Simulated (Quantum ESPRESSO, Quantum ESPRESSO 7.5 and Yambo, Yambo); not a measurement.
# Quasiparticle gap of SnSe2 (1T monolayer) in Yambo

Aim: the G0W0 gap of SnSe2 (1T monolayer) on PBE, step by step.

Main program and level: Quantum ESPRESSO 7.5 and Yambo 5.3.0; PBE and many-body steps on it, plane waves.

## (1) Set-up

The cell holds 3 atoms: 1 Sn and 2 Se. Cell: a = 3.872 Å, b = 3.872 Å, c = 15.000 Å, α = 90.0°, β = 90.0°, γ = 120.0°. Vacuum lies along c.

Coordinates:

```cif
data_structure
_symmetry_space_group_name_H-M 'P 1'
_symmetry_Int_Tables_number 1
_cell_length_a 3.8717
_cell_length_b 3.8717
_cell_length_c 15.0000
_cell_angle_alpha 90.000
_cell_angle_beta 90.000
_cell_angle_gamma 120.000
_cell_volume 194.72
loop_
_atom_site_label
_atom_site_type_symbol
_atom_site_fract_x
_atom_site_fract_y
_atom_site_fract_z
_atom_site_occupancy
Sn1 Sn 0.00000 0.00000 0.50000 1
Se2 Se 0.33333 0.66667 0.60643 1
Se3 Se 0.66667 0.33333 0.39357 1
```

The structure was relaxed with PBE. The runs that relaxed it are not among those shown.

## (2) Ground state

This step: Quantum ESPRESSO 7.5; DFT, PBE, plane waves, norm-conserving pseudopotentials.

The ground-state density comes first.

The input, pw.in:

```
&control
  calculation = 'scf'
  prefix = 'x'
  outdir = 'o'
  pseudo_dir = 'pseudo'
/
&system
  ibrav = 0
  nat = 3
  ntyp = 2
  ecutwfc = 104.0
  nbnd = 40
  force_symmorphic = .true.
/
&electrons
  conv_thr = 1e-10
  electron_maxstep = 80
  mixing_beta = 0.5
/
ATOMIC_SPECIES
  Sn 118.71 Sn.upf
  Se 78.971 Se.upf
CELL_PARAMETERS angstrom
  3.8716528882 -0.0000000000 0.0000000000
  -1.9358264441 3.3529497558 0.0000000000
  0.0000000000 0.0000000000 15.0000000000
ATOMIC_POSITIONS crystal
  Sn 0.0000000000 0.0000000000 0.5000000000
  Se 0.3333333333 0.6666666667 0.6064274141
  Se 0.6666666667 0.3333333333 0.3935725859
K_POINTS automatic
  9 9 1 0 0 0
```

On the command line:

```sh
$ OMP_NUM_THREADS=1 mpirun -n 16 pw.x -nk 8 -in pw.in > pw.out
```

The program printed:

```text
Program PWSCF v.7.5 starts

     This program is part of the open-source Quantum ESPRESSO suite
     for quantum simulation of materials; please cite
         "P. Giannozzi et al., J. Phys.:Condens. Matter 21 395502 (2009);
         "P. Giannozzi et al., J. Phys.:Condens. Matter 29 465901 (2017);
         "P. Giannozzi et al., J. Chem. Phys. 152 154105 (2020);
     in publications or presentations arising from this work. More details at
     Message from routine setup:
     using ibrav=0 with symmetry is DISCOURAGED, use correct ibrav instead

     bravais-lattice index     =            0
     lattice parameter (alat)  =       7.3164  a.u.
     unit-cell volume          =    1314.0483 (a.u.)^3
     number of atoms/cell      =            3
     number of atomic types    =            2
     number of electrons       =        70.00
     number of Kohn-Sham states=           40
     kinetic-energy cutoff     =     104.0000  Ry
     charge density cutoff     =     416.0000  Ry
     scf convergence threshold =      1.0E-10
     mixing beta               =       0.5000
     number of iterations used =            8  plain     mixing
     Exchange-correlation= PBE
                           (   1   4   3   4   0   0   0)

     celldm(1)=   7.316364  celldm(2)=   0.000000  celldm(3)=   0.000000
     celldm(4)=   0.000000  celldm(5)=   0.000000  celldm(6)=   0.000000

     crystal axes: (cart. coord. in units of alat)
               a(1) = (   1.000000  -0.000000   0.000000 )
               a(2) = (  -0.500000   0.866025   0.000000 )
               a(3) = (   0.000000   0.000000   3.874314 )

     reciprocal axes: (cart. coord. in units 2 pi/alat)
               b(1) = (  1.000000  0.577350 -0.000000 )
               b(2) = (  0.000000  1.154701 -0.000000 )
               b(3) = ( -0.000000 -0.000000  0.258110 )
     Pseudo is Norm-conserving + core correction, Zval = 22.0
     Generated using ONCVPSP code by D. R. Hamann
     Using radial grid of 1628 points,  6 beta functions with:
     Pseudo is Norm-conserving + core correction, Zval = 24.0
     Generated using ONCVPSP code by D. R. Hamann
     Using radial grid of 1214 points,  6 beta functions with:
     Sn               22.00   118.71000     Sn( 1.00)
     Se               24.00    78.97100     Se( 1.00)

     12 Sym. Ops., with inversion, found

   Cartesian axes

     site n.     atom                  positions (alat units)
         1        Sn     tau(   1) = (   0.0000000   0.0000000   1.9371571  )
         2        Se     tau(   2) = (  -0.0000000   0.5773503   2.3494904  )
         3        Se     tau(   3) = (   0.5000000   0.2886751   1.5248239  )

     number of k points=    12
                       cart. coord. in units 2pi/alat
        k(    1) = (   0.0000000   0.0000000   0.0000000), wk =   0.0246914
        k(    2) = (   0.0000000   0.1283001   0.0000000), wk =   0.1481481
        k(    3) = (   0.0000000   0.2566001   0.0000000), wk =   0.1481481
        k(    4) = (   0.0000000   0.3849002   0.0000000), wk =   0.1481481
        k(    5) = (   0.0000000   0.5132002   0.0000000), wk =   0.1481481
        k(    6) = (   0.1111111   0.1924501   0.0000000), wk =   0.1481481
        k(    7) = (   0.1111111   0.3207501   0.0000000), wk =   0.2962963
        k(    8) = (   0.1111111   0.4490502   0.0000000), wk =   0.2962963
        k(    9) = (   0.1111111   0.5773503   0.0000000), wk =   0.1481481
        k(   10) = (   0.2222222   0.3849002   0.0000000), wk =   0.1481481
        k(   11) = (   0.2222222   0.5132002   0.0000000), wk =   0.2962963
        k(   12) = (   0.3333333   0.5773503   0.0000000), wk =   0.0493827

     Dense  grid:   188291 G-vectors     FFT dimensions: (  48,  48, 192)

     Initial potential from superposition of free atoms

     starting charge      69.9983, renormalised to      70.0000
     Starting wfcs are   39 randomized atomic wfcs +    1 random wfcs

     per-process dynamical memory:    73.7 Mb

     Self-consistent Calculation

     iteration #  1     ecut=   104.00 Ry     beta= 0.50

     Threshold (ethr) on eigenvalues was too large:
     Diagonalizing with lowered threshold

     total energy              =   -1796.24802530 Ry
     estimated scf accuracy    <       0.07862790 Ry

     iteration #  2     ecut=   104.00 Ry     beta= 0.50

     total energy              =   -1796.26169616 Ry
     estimated scf accuracy    <       0.02249690 Ry

     iteration #  3     ecut=   104.00 Ry     beta= 0.50

     total energy              =   -1796.26648343 Ry
     estimated scf accuracy    <       0.00351791 Ry

     iteration #  4     ecut=   104.00 Ry     beta= 0.50

     total energy              =   -1796.26696532 Ry
     estimated scf accuracy    <       0.00029147 Ry

     iteration #  5     ecut=   104.00 Ry     beta= 0.50

     total energy              =   -1796.26697999 Ry
     estimated scf accuracy    <       0.00000984 Ry

     iteration #  6     ecut=   104.00 Ry     beta= 0.50

     total energy              =   -1796.26698148 Ry
     estimated scf accuracy    <       0.00000051 Ry

     iteration #  7     ecut=   104.00 Ry     beta= 0.50

     total energy              =   -1796.26698160 Ry
     estimated scf accuracy    <       0.00000004 Ry

     iteration #  8     ecut=   104.00 Ry     beta= 0.50

     total energy              =   -1796.26698161 Ry
     estimated scf accuracy    <          2.1E-09 Ry

     iteration #  9     ecut=   104.00 Ry     beta= 0.50

     total energy              =   -1796.26698161 Ry
     estimated scf accuracy    <          5.3E-10 Ry

     iteration # 10     ecut=   104.00 Ry     beta= 0.50

     total energy              =   -1796.26698161 Ry
     estimated scf accuracy    <          1.4E-10 Ry

     iteration # 11     ecut=   104.00 Ry     beta= 0.50

     End of self-consistent calculation

          k = 0.0000 0.0000 0.0000 ( 23547 PWs)   bands (ev):

  -206.8538-206.8538-146.3464-146.3464-146.3464-146.3464-146.3058-146.3058
  -129.0063 -84.7844 -84.7844 -84.7746 -46.5280 -46.5280 -46.5280 -46.5280
   -46.4907 -46.4907 -46.4904 -46.4904 -46.4782 -46.4781 -20.9774 -20.9774
   -20.9474 -20.9376 -20.9376 -13.1638 -11.9054  -5.3968  -0.8812  -0.3098
    -0.3098   0.0635   0.0635   1.6366   3.1999   4.7148   4.7148   5.2980

          k = 0.0000 0.1283 0.0000 ( 23515 PWs)   bands (ev):

  -206.8538-206.8538-146.3464-146.3464-146.3464-146.3464-146.3058-146.3058
  -129.0063 -84.7845 -84.7844 -84.7746 -46.5280 -46.5280 -46.5280 -46.5280
   -46.4907 -46.4907 -46.4905 -46.4904 -46.4782 -46.4781 -20.9812 -20.9733
   -20.9447 -20.9404 -20.9375 -13.0524 -11.8304  -5.4346  -1.2575  -0.8338
    -0.6678  -0.4996   0.1471   2.1743   3.8056   4.5701   4.9788   5.5750

          k = 0.0000 0.2566 0.0000 ( 23509 PWs)   bands (ev):

  -206.8538-206.8538-146.3464-146.3464-146.3464-146.3464-146.3058-146.3058
  -129.0063 -84.7845 -84.7845 -84.7746 -46.5280 -46.5280 -46.5278 -46.5278
   -46.4907 -46.4907 -46.4905 -46.4905 -46.4781 -46.4780 -20.9927 -20.9643
   -20.9477 -20.9359 -20.9358 -12.7349 -11.6388  -5.6489  -2.5573  -1.4681
    -1.2318  -0.6520   0.0905   2.1035   4.1071   5.4484   5.4904   6.0120

          k = 0.0000 0.3849 0.0000 ( 23496 PWs)   bands (ev):

     [... further k-points ...]

     highest occupied, lowest unoccupied level (ev):     0.1471    0.9866

!    total energy              =   -1796.26698161 Ry
     estimated scf accuracy    <          1.3E-12 Ry

     The total energy is the sum of the following terms:
     one-electron contribution =   -4386.80134509 Ry
     hartree contribution      =    2118.00533746 Ry
     xc contribution           =    -169.38688315 Ry
     ewald contribution        =     641.91590916 Ry

     convergence has been achieved in  11 iterations

     XML data file, charge density, pseudopotentials, collected wavefunctions

=------------------------------------------------------------------------------=
   JOB DONE.
=------------------------------------------------------------------------------=
```

Wall time 18 s (16 MPI ranks of Arm Neoverse V2, shared host); peak memory 2.1 GiB; 4.8 min of CPU time.

This step gave:

```yaml
total_energy: -24439.4573 eV
gap: 0.8394 eV
k_of_the_valence_top: 0, 0.1111, 0
k_of_the_conduction_bottom: 0, 0.4444, 0
least_direct_gap: 1.139 eV
```

The gap is indirect, with the least direct gap 0.30 eV higher.

## (3) Bands along the symmetry lines

The cheap functional maps the bands first; the places of the edges decide which points the dearer methods must see.

The input, pw.in:

```
&control
  calculation = 'bands'
  prefix = 'x'
  outdir = 'o'
  pseudo_dir = 'pseudo'
/
&system
  ibrav = 0
  nat = 3
  ntyp = 2
  ecutwfc = 104.0
  nbnd = 41
  force_symmorphic = .true.
/
&electrons
  conv_thr = 1e-9
  electron_maxstep = 80
  diago_full_acc = .true.
  diago_thr_init = 5e-6
/
ATOMIC_SPECIES
  Sn 118.71 Sn.upf
  Se 78.971 Se.upf
CELL_PARAMETERS angstrom
  3.8716528882 -0.0000000000 0.0000000000
  -1.9358264441 3.3529497558 0.0000000000
  0.0000000000 0.0000000000 15.0000000000
ATOMIC_POSITIONS crystal
  Sn 0.0000000000 0.0000000000 0.5000000000
  Se 0.3333333333 0.6666666667 0.6064274141
  Se 0.6666666667 0.3333333333 0.3935725859
K_POINTS crystal
  25
  0.00000000 0.00000000 0.00000000 1
  0.06250000 0.00000000 0.00000000 1
  0.12500000 0.00000000 0.00000000 1
  0.18750000 0.00000000 0.00000000 1
  0.25000000 0.00000000 0.00000000 1
  0.31250000 0.00000000 0.00000000 1
  0.37500000 0.00000000 0.00000000 1
  0.43750000 0.00000000 0.00000000 1
  0.50000000 0.00000000 0.00000000 1
  0.47916667 0.04166667 0.00000000 1
  0.45833333 0.08333333 0.00000000 1
  0.43750000 0.12500000 0.00000000 1
  0.41666666 0.16666666 0.00000000 1
  0.39583333 0.20833333 0.00000000 1
  0.37500000 0.25000000 0.00000000 1
  0.35416666 0.29166666 0.00000000 1
  0.33333333 0.33333333 0.00000000 1
  0.29166666 0.29166666 0.00000000 1
  0.25000000 0.25000000 0.00000000 1
  0.20833333 0.20833333 0.00000000 1
  0.16666666 0.16666666 0.00000000 1
  0.12500000 0.12500000 0.00000000 1
  0.08333333 0.08333333 0.00000000 1
  0.04166667 0.04166667 0.00000000 1
  0.00000000 0.00000000 0.00000000 1
```

On the command line:

```sh
$ OMP_NUM_THREADS=1 mpirun -n 16 pw.x -nk 16 -in pw.in > pw.out
```

The program printed:

```text
[banner, memory and clock lines left out]
Program PWSCF v.7.5 starts

     Atomic positions and unit cell read from directory:
     o/x.save/

     Message from routine setup:
     using ibrav=0 with symmetry is DISCOURAGED, use correct ibrav instead

     G-vector sticks info

     bravais-lattice index     =            0
     lattice parameter (alat)  =       7.3164  a.u.
     unit-cell volume          =    1314.0483 (a.u.)^3
     number of atoms/cell      =            3
     number of atomic types    =            2
     number of electrons       =        70.00
     number of Kohn-Sham states=           41
     kinetic-energy cutoff     =     104.0000  Ry
     charge density cutoff     =     416.0000  Ry
     Exchange-correlation= PBE
                           (   1   4   3   4   0   0   0)

     celldm(1)=   7.316364  celldm(2)=   0.000000  celldm(3)=   0.000000
     celldm(4)=   0.000000  celldm(5)=   0.000000  celldm(6)=   0.000000

     crystal axes: (cart. coord. in units of alat)
               a(1) = (   1.000000  -0.000000   0.000000 )
               a(2) = (  -0.500000   0.866025   0.000000 )
               a(3) = (   0.000000   0.000000   3.874314 )

     reciprocal axes: (cart. coord. in units 2 pi/alat)
               b(1) = (  1.000000  0.577350 -0.000000 )
               b(2) = (  0.000000  1.154701 -0.000000 )
               b(3) = ( -0.000000 -0.000000  0.258110 )
     Pseudo is Norm-conserving + core correction, Zval = 22.0
     Generated using ONCVPSP code by D. R. Hamann
     Using radial grid of 1628 points,  6 beta functions with:
     Pseudo is Norm-conserving + core correction, Zval = 24.0
     Generated using ONCVPSP code by D. R. Hamann
     Using radial grid of 1214 points,  6 beta functions with:
     Sn               22.00   118.71000     Sn( 1.00)
     Se               24.00    78.97100     Se( 1.00)

     12 Sym. Ops., with inversion, found

   Cartesian axes

     site n.     atom                  positions (alat units)
         1        Sn     tau(   1) = (   0.0000000   0.0000000   1.9371571  )
         2        Se     tau(   2) = (  -0.0000000   0.5773503   2.3494904  )
         3        Se     tau(   3) = (   0.5000000   0.2886751   1.5248239  )

     number of k points=    25
                       cart. coord. in units 2pi/alat
        k(    1) = (   0.0000000   0.0000000   0.0000000), wk =   0.0800000
        k(    2) = (   0.0625000   0.0360844   0.0000000), wk =   0.0800000
        k(    3) = (   0.1250000   0.0721688   0.0000000), wk =   0.0800000
[...]
[... 13 further rows ...]
        k(   24) = (   0.0416667   0.0721688   0.0000000), wk =   0.0800000
        k(   25) = (   0.0000000   0.0000000   0.0000000), wk =   0.0800000

     Dense  grid:   188291 G-vectors     FFT dimensions: (  48,  48, 192)

     The potential is recalculated from file :
     o/x.save/charge-density

     Starting wfcs are   39 randomized atomic wfcs +    2 random wfcs

     Band Structure Calculation

     End of band structure calculation

          k = 0.0000 0.0000 0.0000 ( 23547 PWs)   bands (ev):

  -206.8538-206.8538-146.3464-146.3464-146.3464-146.3464-146.3058-146.3058
  -129.0063 -84.7844 -84.7844 -84.7746 -46.5280 -46.5280 -46.5280 -46.5280
   -46.4907 -46.4907 -46.4904 -46.4904 -46.4782 -46.4781 -20.9774 -20.9774
   -20.9474 -20.9376 -20.9376 -13.1638 -11.9054  -5.3968  -0.8812  -0.3098
[...]
5.9064

          k = 0.0625 0.0361 0.0000 ( 23525 PWs)   bands (ev):

  -206.8538-206.8538-146.3464-146.3464-146.3464-146.3464-146.3058-146.3058
[...]
5.9344

          k = 0.1250 0.0722 0.0000 ( 23505 PWs)   bands (ev):

  -206.8538-206.8538-146.3464-146.3464-146.3464-146.3464-146.3058-146.3058
[...]
6.0174

[...]
k = 0.0417 0.0722 0.0000 ( 23511 PWs)   bands (ev):

  -206.8538-206.8538-146.3464-146.3464-146.3464-146.3464-146.3058-146.3058
[...]
5.9438

          k = 0.0000 0.0000 0.0000 ( 23547 PWs)   bands (ev):

  -206.8538-206.8538-146.3464-146.3464-146.3464-146.3464-146.3058-146.3058
[...]
-20.9474 -20.9376 -20.9376 -13.1638 -11.9054  -5.3968  -0.8812  -0.3098
    -0.3098   0.0636   0.0636   1.6366   3.1999   4.7148   4.7148   5.2980
     5.9064

     XML data file, pseudopotentials, collected wavefunctions
```

Wall time 8.4 s (16 MPI ranks); peak memory 3.2 GiB.

This step gave:

| Property | Result |
| --- | --- |
| gap | 0.7804 eV |
| k of the valence top | 0.125, 0, 0 |
| k of the conduction bottom | 0.5, 0, 0 |
| least direct gap | 1.097 eV |

The gap is 0.780 eV, −0.059 eV from the run before at this level.

Electronic bands along the path, in eV, zero at the top of the highest filled band:

```
  point  band 32  band 33  band 34  band 35  band 36  band 37  band 38  band 39
      Γ    -0.46    -0.46    -0.09    -0.09     1.49     3.05     4.56     4.56
halfway    -1.80    -1.51    -0.76    -0.09     1.79     4.04     5.42     5.45
      M    -2.20    -2.14    -0.66    -0.32     0.78     4.09     5.42     5.71
halfway    -2.95    -2.44    -0.81    -0.63     1.52     5.08     5.24     5.71
      K    -3.50    -3.13    -0.78    -0.78     1.79     5.26     5.26     6.51
halfway    -2.68    -1.39    -0.87    -0.44     2.11     4.64     5.00     5.55
      Γ    -0.46    -0.46    -0.09    -0.09     1.49     3.05     4.56     4.56
```

(Part 1 of 3 ends here.)

[Paths, hosts, dates, memory and timing lines, banners, echoed tables and standing remarks are left out of the program output.]

[Logs are printed without paths, hosts, clocks, repeated set-up lines and the standing remarks that a program may print on its own settings, such as how far it seeks lower states.]

[Runs of the session that timed out or met a known fault of the program may be left out.]

[Hosts, paths, dates, database ids (printed as entryN), source tags and the programs' standing remarks are cut or masked in the printed files.]
